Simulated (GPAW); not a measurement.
# Ballistic transport through an Ir chain with two Pt atoms in line, from relaxation to T(E), part 2 of 2

How well does an Ir chain with two Pt atoms in line conduct once its atoms have relaxed, and how much do cheaper levels lose?

GPAW 26.7.0; GPAW LCAO, PAW setups; relaxation of the junction within the symmetry of its start, lead ends held (the session's first sound run).

So far, transmission at the Fermi level (one spin): step 3 (GPAW, dzp) 3.20; step 4 (basis szp(dzp)) 3.10; step 5 (basis sz(dzp)) 3.09.

## Step 6: revPBE in the dzp basis: xc = "revPBE"

Level of this step: GPAW LCAO, PAW setups; Landauer transmission from Green's functions with principal layers (ASE), zero bias (GPAW).

Back in the dzp basis, the functional changes from PBE to revPBE, to set the spread between functionals beside that between bases.

Contents of run.py:

```python
import json
import numpy as np
from ase import Atoms
from ase.transport.calculators import TransportCalculator
from gpaw import GPAW, FermiDirac
from gpaw.lcao.tools import get_lcao_hamiltonian
from scipy.linalg import eigh

# The junction with lead layers at both ends, along the third cell vector
device = Atoms(
    ['Ir', 'Ir', 'Ir', 'Ir', 'Ir', 'Ir', 'Ir', 'Ir', 'Pt', 'Pt', 'Ir', 'Ir', 'Ir', 'Ir', 'Ir', 'Ir', 'Ir', 'Ir'],
    positions=[
        [4.50000, 4.50000, 1.15000],
        [4.50000, 4.50000, 3.45000],
        [4.50000, 4.50000, 5.75000],
        [4.50000, 4.50000, 8.05000],
        [4.50000, 4.50000, 10.35000],
        [4.50000, 4.50000, 12.65000],
        [4.50000, 4.50000, 14.95000],
        [4.50000, 4.50000, 17.21596],
        [4.50000, 4.50000, 19.57108],
        [4.50000, 4.50000, 22.01452],
        [4.50000, 4.50000, 24.36964],
        [4.50000, 4.50000, 26.63560],
        [4.50000, 4.50000, 28.93560],
        [4.50000, 4.50000, 31.23560],
        [4.50000, 4.50000, 33.53560],
        [4.50000, 4.50000, 35.83560],
        [4.50000, 4.50000, 38.13560],
        [4.50000, 4.50000, 40.43560]],
    cell=[[9.0, 0.0, 0.0], [0.0, 9.0, 0.0], [0.0, 0.0, 41.5856]],
    pbc=True)

# One principal layer of the lead: the first 5 atoms of the device
lead = Atoms(
    ['Ir', 'Ir', 'Ir', 'Ir', 'Ir'],
    positions=[
        [4.50000, 4.50000, 1.15000],
        [4.50000, 4.50000, 3.45000],
        [4.50000, 4.50000, 5.75000],
        [4.50000, 4.50000, 8.05000],
        [4.50000, 4.50000, 10.35000]],
    cell=[[9.0, 0.0, 0.0], [0.0, 9.0, 0.0], [0.0, 0.0, 11.5]],
    pbc=True)

settings = dict(mode='lcao', basis='dzp', xc='revPBE', h=0.2,
                occupations=FermiDirac(0.1), maxiter=250,
                mixer=dict(beta=0.1, nmaxold=8, weight=100.0),
                convergence=dict(density=0.0001))
energies = np.arange(-2, 2 + 1e-9, 0.025)
eta = 0.0001
n1, n2 = 1, 1
# k and -k transmit alike, so half of the mesh across the current serves
mesh = [(i, j) for i in range(n1) for j in range(n2) if (i, j) <= (-i % n1, -j % n2)]
weights = np.array([1 if (i, j) == (-i % n1, -j % n2) else 2 for i, j in mesh]) / (n1 * n2)

# [... helper functions left out ...]
fermi_lead = ground_state(lead, (1, 1, 10), 'lead.txt')
fermi_device = ground_state(device, (1, 1, 2), 'device.txt')
# [... loop over the mesh left out, but for ...]
        # Shift the lead onto the potential of the device's first layer
        shift = ((H[:, 0, 0] - H0[:, 0, 0]) / S0[0, 0]).real.mean()
# [...]
kT = 8.617333e-5 * 300
bias = [0.1, 0.2, 0.5, 1.0, 1.5, 2.0]
# [... integrals and printing left out ...]
```

Started as:

```
OMP_NUM_THREADS=1 OPENBLAS_NUM_THREADS=1 python run.py
```

Log:

```text
basis functions: device 486, principal layer 135
Fermi level: lead -3.7953 eV, device -3.8476 eV; lead shifted by -0.0073 eV
largest coupling past the next layer 1.47e-06 eV, largest misfit of the first layer 0.099 eV
  E-E_F (eV)   T (one spin)  [channel counts left out]
    -2.000    2.9937e+00
    -1.975    3.0363e+00
    -1.950    3.0670e+00
[...]
1.975    9.9728e-01
     2.000    9.9729e-01
conductance at 300 K: 3.1676 G0 a cell; thermopower 3.96 uV/K
current from the zero-bias T(E) at 0.1 V: 24.534 uA
current from the zero-bias T(E) at 0.2 V: 49.067 uA
current from the zero-bias T(E) at 0.5 V: 123.22 uA
current from the zero-bias T(E) at 1.0 V: 245.64 uA
current from the zero-bias T(E) at 1.5 V: 379.46 uA
current from the zero-bias T(E) at 2.0 V: 522.9 uA
```

The job ended after 4.5 min (1 thread of Arm Neoverse V1, shared host; peak memory 1.5 GiB).

Numbers from this step:

```yaml
conductance: 3.168 G₀
largest_misfit_of_the_first_principal_layer: 0.09873 eV
shift_that_aligns_the_lead: -0.007269 eV
basis_functions_of_the_junction: 486
basis_functions_of_a_principal_layer: 135
transmission_at_the_fermi_level_one_spin: 3.177
```

One spin. Transmission, zone mean against energy, zero at the Fermi level:

energy (eV), transmission, zone mean and a bar from the least value:
```
   -2.000       2.99 #############
   -1.900       3.11 ##############
   -1.800       3.18 ##############
   -1.700       3.25 ##############
   -1.600       3.35 ###############
   -1.500       3.51 ################
   -1.400       3.66 #################
   -1.325       5.60 ##############################
   -1.300       5.12 ##########################
   -1.200       5.34 ############################
   -1.100       5.66 ##############################
   -1.000       5.16 ###########################
   -0.900       5.22 ###########################
   -0.800       5.48 #############################
   -0.700       5.03 ##########################
   -0.600       4.26 #####################
   -0.500       3.84 ##################
   -0.400       3.63 #################
   -0.300       3.55 ################
   -0.200       3.53 ################
   -0.100       3.32 ###############
    0.000       3.18 ##############
    0.100       3.00 #############
    0.200       2.89 ############
    0.300       2.77 ###########
    0.400       2.64 ###########
    0.500       2.54 ##########
    0.600       2.43 #########
    0.700       2.32 ########
    0.800       2.19 ########
    0.900       2.07 #######
    1.000       2.04 #######
    1.100       2.01 #######
    1.200       1.97 ######
    1.300       1.93 ######
    1.400       1.87 ######
    1.500       1.81 #####
    1.600       1.74 #####
    1.700       1.65 ####
    1.800       1.51 ###
    1.900       1.18 #
    2.000       1.00
```

The conductance, 3.17 G₀, lies 0.7 % below that of the dzp run.

## Step 7: Without the relaxation: geometry = "as built"

The dzp basis with PBE on the structure as first built shows what the relaxation was worth.

run.py, as its differences from that of step 6:

```diff
@@ -19,6 +19,6 @@
         [4.50000, 4.50000, 14.95000],
-        [4.50000, 4.50000, 17.21596],
-        [4.50000, 4.50000, 19.57108],
-        [4.50000, 4.50000, 22.01452],
-        [4.50000, 4.50000, 24.36964],
+        [4.50000, 4.50000, 17.25000],
+        [4.50000, 4.50000, 19.59280],
+        [4.50000, 4.50000, 21.99280],
+        [4.50000, 4.50000, 24.33560],
         [4.50000, 4.50000, 26.63560],
@@ -45,3 +45,3 @@
 
-settings = dict(mode='lcao', basis='dzp', xc='revPBE', h=0.2,
+settings = dict(mode='lcao', basis='dzp', xc='PBE', h=0.2,
                 occupations=FermiDirac(0.1), maxiter=250,
```

Log:

```text
basis functions: device 486, principal layer 135
Fermi level: lead -3.8817 eV, device -3.9382 eV; lead shifted by -0.0045 eV
largest coupling past the next layer 1.48e-06 eV, largest misfit of the first layer 0.084 eV
  E-E_F (eV)   T (one spin)  [channel counts left out]
    -2.000    2.9761e+00
    -1.975    3.0140e+00
    -1.950    3.0571e+00
[...]
1.975    9.9825e-01
     2.000    9.9824e-01
conductance at 300 K: 3.4637 G0 a cell; thermopower 3.673 uV/K
current from the zero-bias T(E) at 0.1 V: 26.833 uA
current from the zero-bias T(E) at 0.2 V: 53.675 uA
current from the zero-bias T(E) at 0.5 V: 134.53 uA
current from the zero-bias T(E) at 1.0 V: 266.76 uA
current from the zero-bias T(E) at 1.5 V: 403.51 uA
current from the zero-bias T(E) at 2.0 V: 551.71 uA
```

Elapsed: 4.4 min, on 1 thread; peak memory 1.5 GiB.

Numbers from this step:

```yaml
conductance: 3.464 G₀
largest_coupling_past_the_next_principal_layer: 1.48e-6 eV
largest_misfit_of_the_first_principal_layer: 0.08396 eV
shift_that_aligns_the_lead: -0.004544 eV
transmission_at_the_fermi_level_one_spin: 3.471
```

One spin. Table of transmission, zone mean by energy, zero at the Fermi level:

| energy (eV) | transmission, zone mean |
| --- | --- |
| -2.000 | 2.98 |
| -1.900 | 3.15 |
| -1.800 | 3.37 |
| -1.700 | 3.55 |
| -1.600 | 3.71 |
| -1.500 | 3.80 |
| -1.400 | 3.82 |
| -1.300 | 5.43 |
| -1.200 | 5.29 |
| -1.100 | 5.18 |
| -1.000 | 5.18 |
| -0.900 | 5.58 |
| -0.850 | 5.63 |
| -0.800 | 5.47 |
| -0.700 | 4.79 |
| -0.600 | 4.29 |
| -0.500 | 4.02 |
| -0.400 | 3.88 |
| -0.300 | 3.82 |
| -0.200 | 3.81 |
| -0.100 | 3.63 |
| 0.000 | 3.47 |
| 0.100 | 3.29 |
| 0.200 | 3.18 |
| 0.300 | 3.05 |
| 0.400 | 2.90 |
| 0.500 | 2.76 |
| 0.600 | 2.62 |
| 0.700 | 2.47 |
| 0.800 | 2.31 |
| 0.900 | 2.20 |
| 1.000 | 2.15 |
| 1.100 | 2.10 |
| 1.200 | 2.04 |
| 1.300 | 1.98 |
| 1.400 | 1.90 |
| 1.500 | 1.82 |
| 1.600 | 1.74 |
| 1.700 | 1.63 |
| 1.800 | 1.47 |
| 1.900 | 1.17 |
| 2.000 | 0.998 |

The conductance, 3.46 G₀, lies 8.6 % above that of the dzp run.

## Step 8: The ladder

Times are for 1 thread of Arm Neoverse V1, shared host. Results by setting:

| no. | run | conductance (G₀) | time | memory (GiB) |
| --- | --- | --- | --- | --- |
| 1 | dzp | 3.190 | 4.6 min | 1.5 |
| 2 | szp | 3.107 | 2.4 min | 1.5 |
| 3 | sz | 3.090 | 1.9 min | 1.4 |
| 4 | dzp revPBE | 3.168 | 4.5 min | 1.5 |
| 5 | asbuilt | 3.464 | 4.4 min | 1.5 |

## Step 9: The levels side by side

The curves are compared point by point over the common energies.

This step: comparison of transmission and cost over codes, levels and geometry (GPAW 26.7.0).

Ladder, by row:

| step | code | T at the Fermi level (sum over the listed spins) | conductance (G0) | r.m.s. T(E) from the first | wall time (s) | peak memory (GiB) | threads |
| --- | --- | --- | --- | --- | --- | --- | --- |
| dzp | GPAW | 3.199 | 3.19 | 0 | 277.1 | 1.54 | 1 |
| szp | GPAW | 3.105 | 3.107 | 0.2268 | 143.8 | 1.47 | 1 |
| sz | GPAW | 3.088 | 3.09 | 0.2083 | 114.7 | 1.42 | 1 |
| dzp-revPBE | GPAW | 3.177 | 3.168 | 0.02591 | 270.9 | 1.54 | 1 |
| asbuilt | GPAW | 3.471 | 3.464 | 0.2033 | 262.3 | 1.53 | 1 |

The transmission, zone mean, sum over the listed spins by energy, zero at the Fermi level:

| energy (eV) | dzp | szp | sz | dzp-revPBE | asbuilt |
| --- | --- | --- | --- | --- | --- |
| -2.0000 | 3.02 | 3.03 | 3.04 | 2.99 | 2.98 |
| -1.7500 | 3.23 | 3.14 | 3.17 | 3.21 | 3.46 |
| -1.5000 | 3.54 | 3.45 | 3.52 | 3.51 | 3.80 |
| -1.3250 | 5.58 | 3.65 | 3.69 | 5.60 | 5.19 |
| -1.2500 | 5.10 | 5.46 | 5.32 | 5.15 | 5.32 |
| -1.1250 | 5.64 | 5.62 | 5.62 | 5.66 | 5.24 |
| -1.1000 | 5.68 | 5.60 | 5.60 | 5.66 | 5.18 |
| -1.0000 | 5.19 | 5.02 | 4.99 | 5.16 | 5.18 |
| -0.7500 | 5.42 | 5.28 | 5.29 | 5.38 | 5.14 |
| -0.5000 | 3.88 | 3.70 | 3.70 | 3.84 | 4.02 |
| -0.2500 | 3.57 | 3.46 | 3.46 | 3.56 | 3.82 |
| 0.0000 | 3.20 | 3.10 | 3.09 | 3.18 | 3.47 |
| 0.2500 | 2.84 | 2.75 | 2.71 | 2.83 | 3.12 |
| 0.5000 | 2.55 | 2.46 | 2.41 | 2.54 | 2.76 |
| 0.7500 | 2.27 | 2.14 | 2.05 | 2.25 | 2.39 |
| 1.0000 | 2.05 | 1.94 | 1.89 | 2.04 | 2.15 |
| 1.2500 | 1.96 | 1.86 | 1.79 | 1.95 | 2.01 |
| 1.5000 | 1.82 | 1.75 | 1.66 | 1.81 | 1.82 |
| 1.7500 | 1.60 | 1.55 | 1.45 | 1.59 | 1.56 |
| 2.0000 | 0.998 | 0.996 | 0.989 | 0.997 | 0.998 |

## Step 10: Mixing 0.02

Mixing changes the road to self-consistency, not its end. The mixing history changes the road to self-consistency, not its end.

This step: GPAW LCAO, PAW setups; Landauer transmission from Green's functions with principal layers (ASE), zero bias (GPAW 26.7.0).

run.py, as its differences from that of step 7:

```diff
@@ -19,6 +19,6 @@
         [4.50000, 4.50000, 14.95000],
-        [4.50000, 4.50000, 17.25000],
-        [4.50000, 4.50000, 19.59280],
-        [4.50000, 4.50000, 21.99280],
-        [4.50000, 4.50000, 24.33560],
+        [4.50000, 4.50000, 17.21596],
+        [4.50000, 4.50000, 19.57108],
+        [4.50000, 4.50000, 22.01452],
+        [4.50000, 4.50000, 24.36964],
         [4.50000, 4.50000, 26.63560],
@@ -47,3 +47,3 @@
                 occupations=FermiDirac(0.1), maxiter=250,
-                mixer=dict(beta=0.1, nmaxold=8, weight=100.0),
+                mixer=dict(beta=0.02, nmaxold=3, weight=100.0),
                 convergence=dict(density=0.0001))
```

Log:

```text
basis functions: device 486, principal layer 135
Fermi level: lead -3.8817 eV, device -3.9370 eV; lead shifted by -0.0067 eV
largest coupling past the next layer 1.48e-06 eV, largest misfit of the first layer 0.100 eV
  E-E_F (eV)   T (one spin)  [channel counts left out]
    -2.000    3.0214e+00
    -1.975    3.0568e+00
    -1.950    3.0827e+00
    -1.925    3.1051e+00
    -1.900    3.1259e+00
    -1.875    3.1425e+00
    -1.850    3.1627e+00
    -1.825    3.1795e+00
    -1.800    3.1951e+00
    -1.775    3.2105e+00
    -1.750    3.2263e+00
    -1.725    3.2435e+00
    -1.700    3.2629e+00
    -1.675    3.2854e+00
    -1.650    3.3116e+00
    -1.625    3.3418e+00
[...]
1.825    1.4622e+00
     1.850    1.3938e+00
     1.875    1.3057e+00
     1.900    1.1883e+00
     1.925    1.0247e+00
     1.950    9.9753e-01
     1.975    9.9755e-01
     2.000    9.9756e-01
conductance at 300 K: 3.1882 G0 a cell; thermopower 3.963 uV/K
current from the zero-bias T(E) at 0.1 V: 24.698 uA
current from the zero-bias T(E) at 0.2 V: 49.405 uA
current from the zero-bias T(E) at 0.5 V: 124 uA
current from the zero-bias T(E) at 1.0 V: 247.14 uA
current from the zero-bias T(E) at 1.5 V: 382.43 uA
current from the zero-bias T(E) at 2.0 V: 526.12 uA
```

Elapsed: 12 min, on 1 thread; peak memory 1.4 GiB.

This step gave:

* conductance: 3.188 G₀
* largest misfit of the first principal layer: 0.1003 eV
* shift that aligns the lead: -0.006708 eV
* transmission at the Fermi level (one spin): 3.196

One spin. Table of transmission, zone mean by energy, zero at the Fermi level:

| energy (eV) | transmission, zone mean |
| --- | --- |
| -2.000 | 3.02 |
| -1.800 | 3.20 |
| -1.600 | 3.38 |
| -1.400 | 3.69 |
| -1.325 | 5.57 |
| -1.200 | 5.28 |
| -1.100 | 5.68 |
| -1.000 | 5.19 |
| -0.800 | 5.48 |
| -0.600 | 4.32 |
| -0.400 | 3.66 |
| -0.200 | 3.56 |
| 0.000 | 3.20 |
| 0.200 | 2.90 |
| 0.400 | 2.66 |
| 0.600 | 2.47 |
| 0.800 | 2.20 |
| 1.000 | 2.05 |
| 1.200 | 1.98 |
| 1.400 | 1.88 |
| 1.600 | 1.75 |
| 1.800 | 1.52 |
| 2.000 | 0.998 |

Not self-consistent under bias; the bias window is split evenly. Current through one cell, from the zero-bias transmission against bias:

| bias (V) | current through one cell, from the zero-bias transmission (mA) |
| --- | --- |
| 0.100 | 0.0247 |
| 0.200 | 0.0494 |
| 0.500 | 0.124 |
| 1.000 | 0.247 |
| 1.500 | 0.382 |
| 2.000 | 0.526 |

The transmission of the three most open eigenchannels by energy, zero at the Fermi level:

| energy (eV) | channel 1 | channel 2 | channel 3 |
| --- | --- | --- | --- |
| -2.000 | 0.999 | 0.999 | 0.993 |
| -1.900 | 0.998 | 0.998 | 0.993 |
| -1.800 | 0.993 | 0.993 | 0.992 |
| -1.700 | 0.990 | 0.985 | 0.985 |
| -1.600 | 0.988 | 0.974 | 0.974 |
| -1.500 | 0.986 | 0.959 | 0.959 |
| -1.400 | 0.984 | 0.941 | 0.941 |
| -1.300 | 0.985 | 0.921 | 0.919 |
| -1.200 | 0.991 | 0.953 | 0.896 |
| -1.100 | 0.997 | 0.992 | 0.992 |
| -1.000 | 0.997 | 0.942 | 0.847 |
| -0.900 | 0.996 | 0.924 | 0.825 |
| -0.800 | 0.996 | 0.984 | 0.983 |
| -0.700 | 0.997 | 0.868 | 0.832 |
| -0.600 | 0.998 | 0.828 | 0.781 |
| -0.500 | 0.998 | 0.783 | 0.773 |
| -0.400 | 0.998 | 0.766 | 0.766 |
| -0.300 | 0.998 | 0.760 | 0.760 |
| -0.200 | 0.998 | 0.752 | 0.752 |
| -0.100 | 0.998 | 0.742 | 0.742 |
| 0.000 | 0.998 | 0.727 | 0.727 |
| 0.100 | 0.998 | 0.708 | 0.708 |
| 0.200 | 0.998 | 0.686 | 0.686 |
| 0.300 | 0.998 | 0.662 | 0.662 |
| 0.400 | 0.998 | 0.637 | 0.637 |
| 0.500 | 0.998 | 0.613 | 0.613 |
| 0.600 | 0.997 | 0.600 | 0.600 |
| 0.700 | 0.998 | 0.572 | 0.572 |
| 0.800 | 0.998 | 0.556 | 0.556 |
| 0.900 | 0.999 | 0.541 | 0.541 |
| 1.000 | 0.998 | 0.527 | 0.527 |
| 1.100 | 0.998 | 0.511 | 0.511 |
| 1.200 | 0.998 | 0.492 | 0.492 |
| 1.300 | 0.998 | 0.470 | 0.470 |
| 1.400 | 0.997 | 0.444 | 0.444 |
| 1.500 | 0.997 | 0.413 | 0.413 |
| 1.600 | 0.997 | 0.378 | 0.378 |
| 1.700 | 0.997 | 0.332 | 0.332 |
| 1.800 | 0.997 | 0.260 | 0.260 |
| 1.900 | 0.998 | 0.0954 | 0.0954 |
| 2.000 | 0.998 | 2.7e-7 | 1.5e-9 |

The conductance equals that of the dzp run to 0.2 %.

## Step 11: Outcome

- conductance: 3.19 G₀
- transmission at the Fermi level, mean of the spins: 3.20

In words: In the dzp basis the junction conducts 3.19 G₀ at 300 K, with T = 3.20 a spin at the Fermi level; the sz basis reaches that conductance within 10 %. Relaxation moved atoms by up to 0.034 Å and took the conductance from 3.46 to 3.19 G₀, as a ratio a larger change than the step from dzp to the minimal basis. At the Fermi level the three most open eigenchannels pass 1.00, 0.73 and 0.73. Measured against the first run (dzp), the nearest curve is that of dzp-revPBE (r.m.s. 0.026) and the farthest that of szp (0.23). Over the compared runs wall time goes from 115 s (sz) to 277 s (dzp), on a shared host. The leads kept an estimated spacing and the cell its length, so the junction may be under some tension or compression. The geometry comes from the orbital basis, which tends to overbind, and kept the symmetry of the start, so a structure of lower symmetry may lie lower. The run had no spin polarisation, so a magnetic state, which chains and small molecules with open shells often have, wasn't tested. Spin-orbit coupling is left out, which matters for the heavy atoms here. An evenly spaced straight chain is an idealisation: free chains tend to dimerise, zigzag or, where a band edge lies near the Fermi level, turn magnetic. The currents use the zero-bias T(E) throughout, which holds only while the bias is small against the distance to the nearest feature. The thermopower isn't quoted: it samples T(E) farther from the Fermi level than the conductance does, and the energy grid wasn't tested for it.

[Logs are printed without paths, hosts, clocks, repeated set-up lines and the standing remarks that a program may print on its own settings, such as how far it seeks lower states.]

[Hosts, paths, dates, database ids (printed as entryN), source tags and the programs' standing remarks are cut or masked in the printed files.]
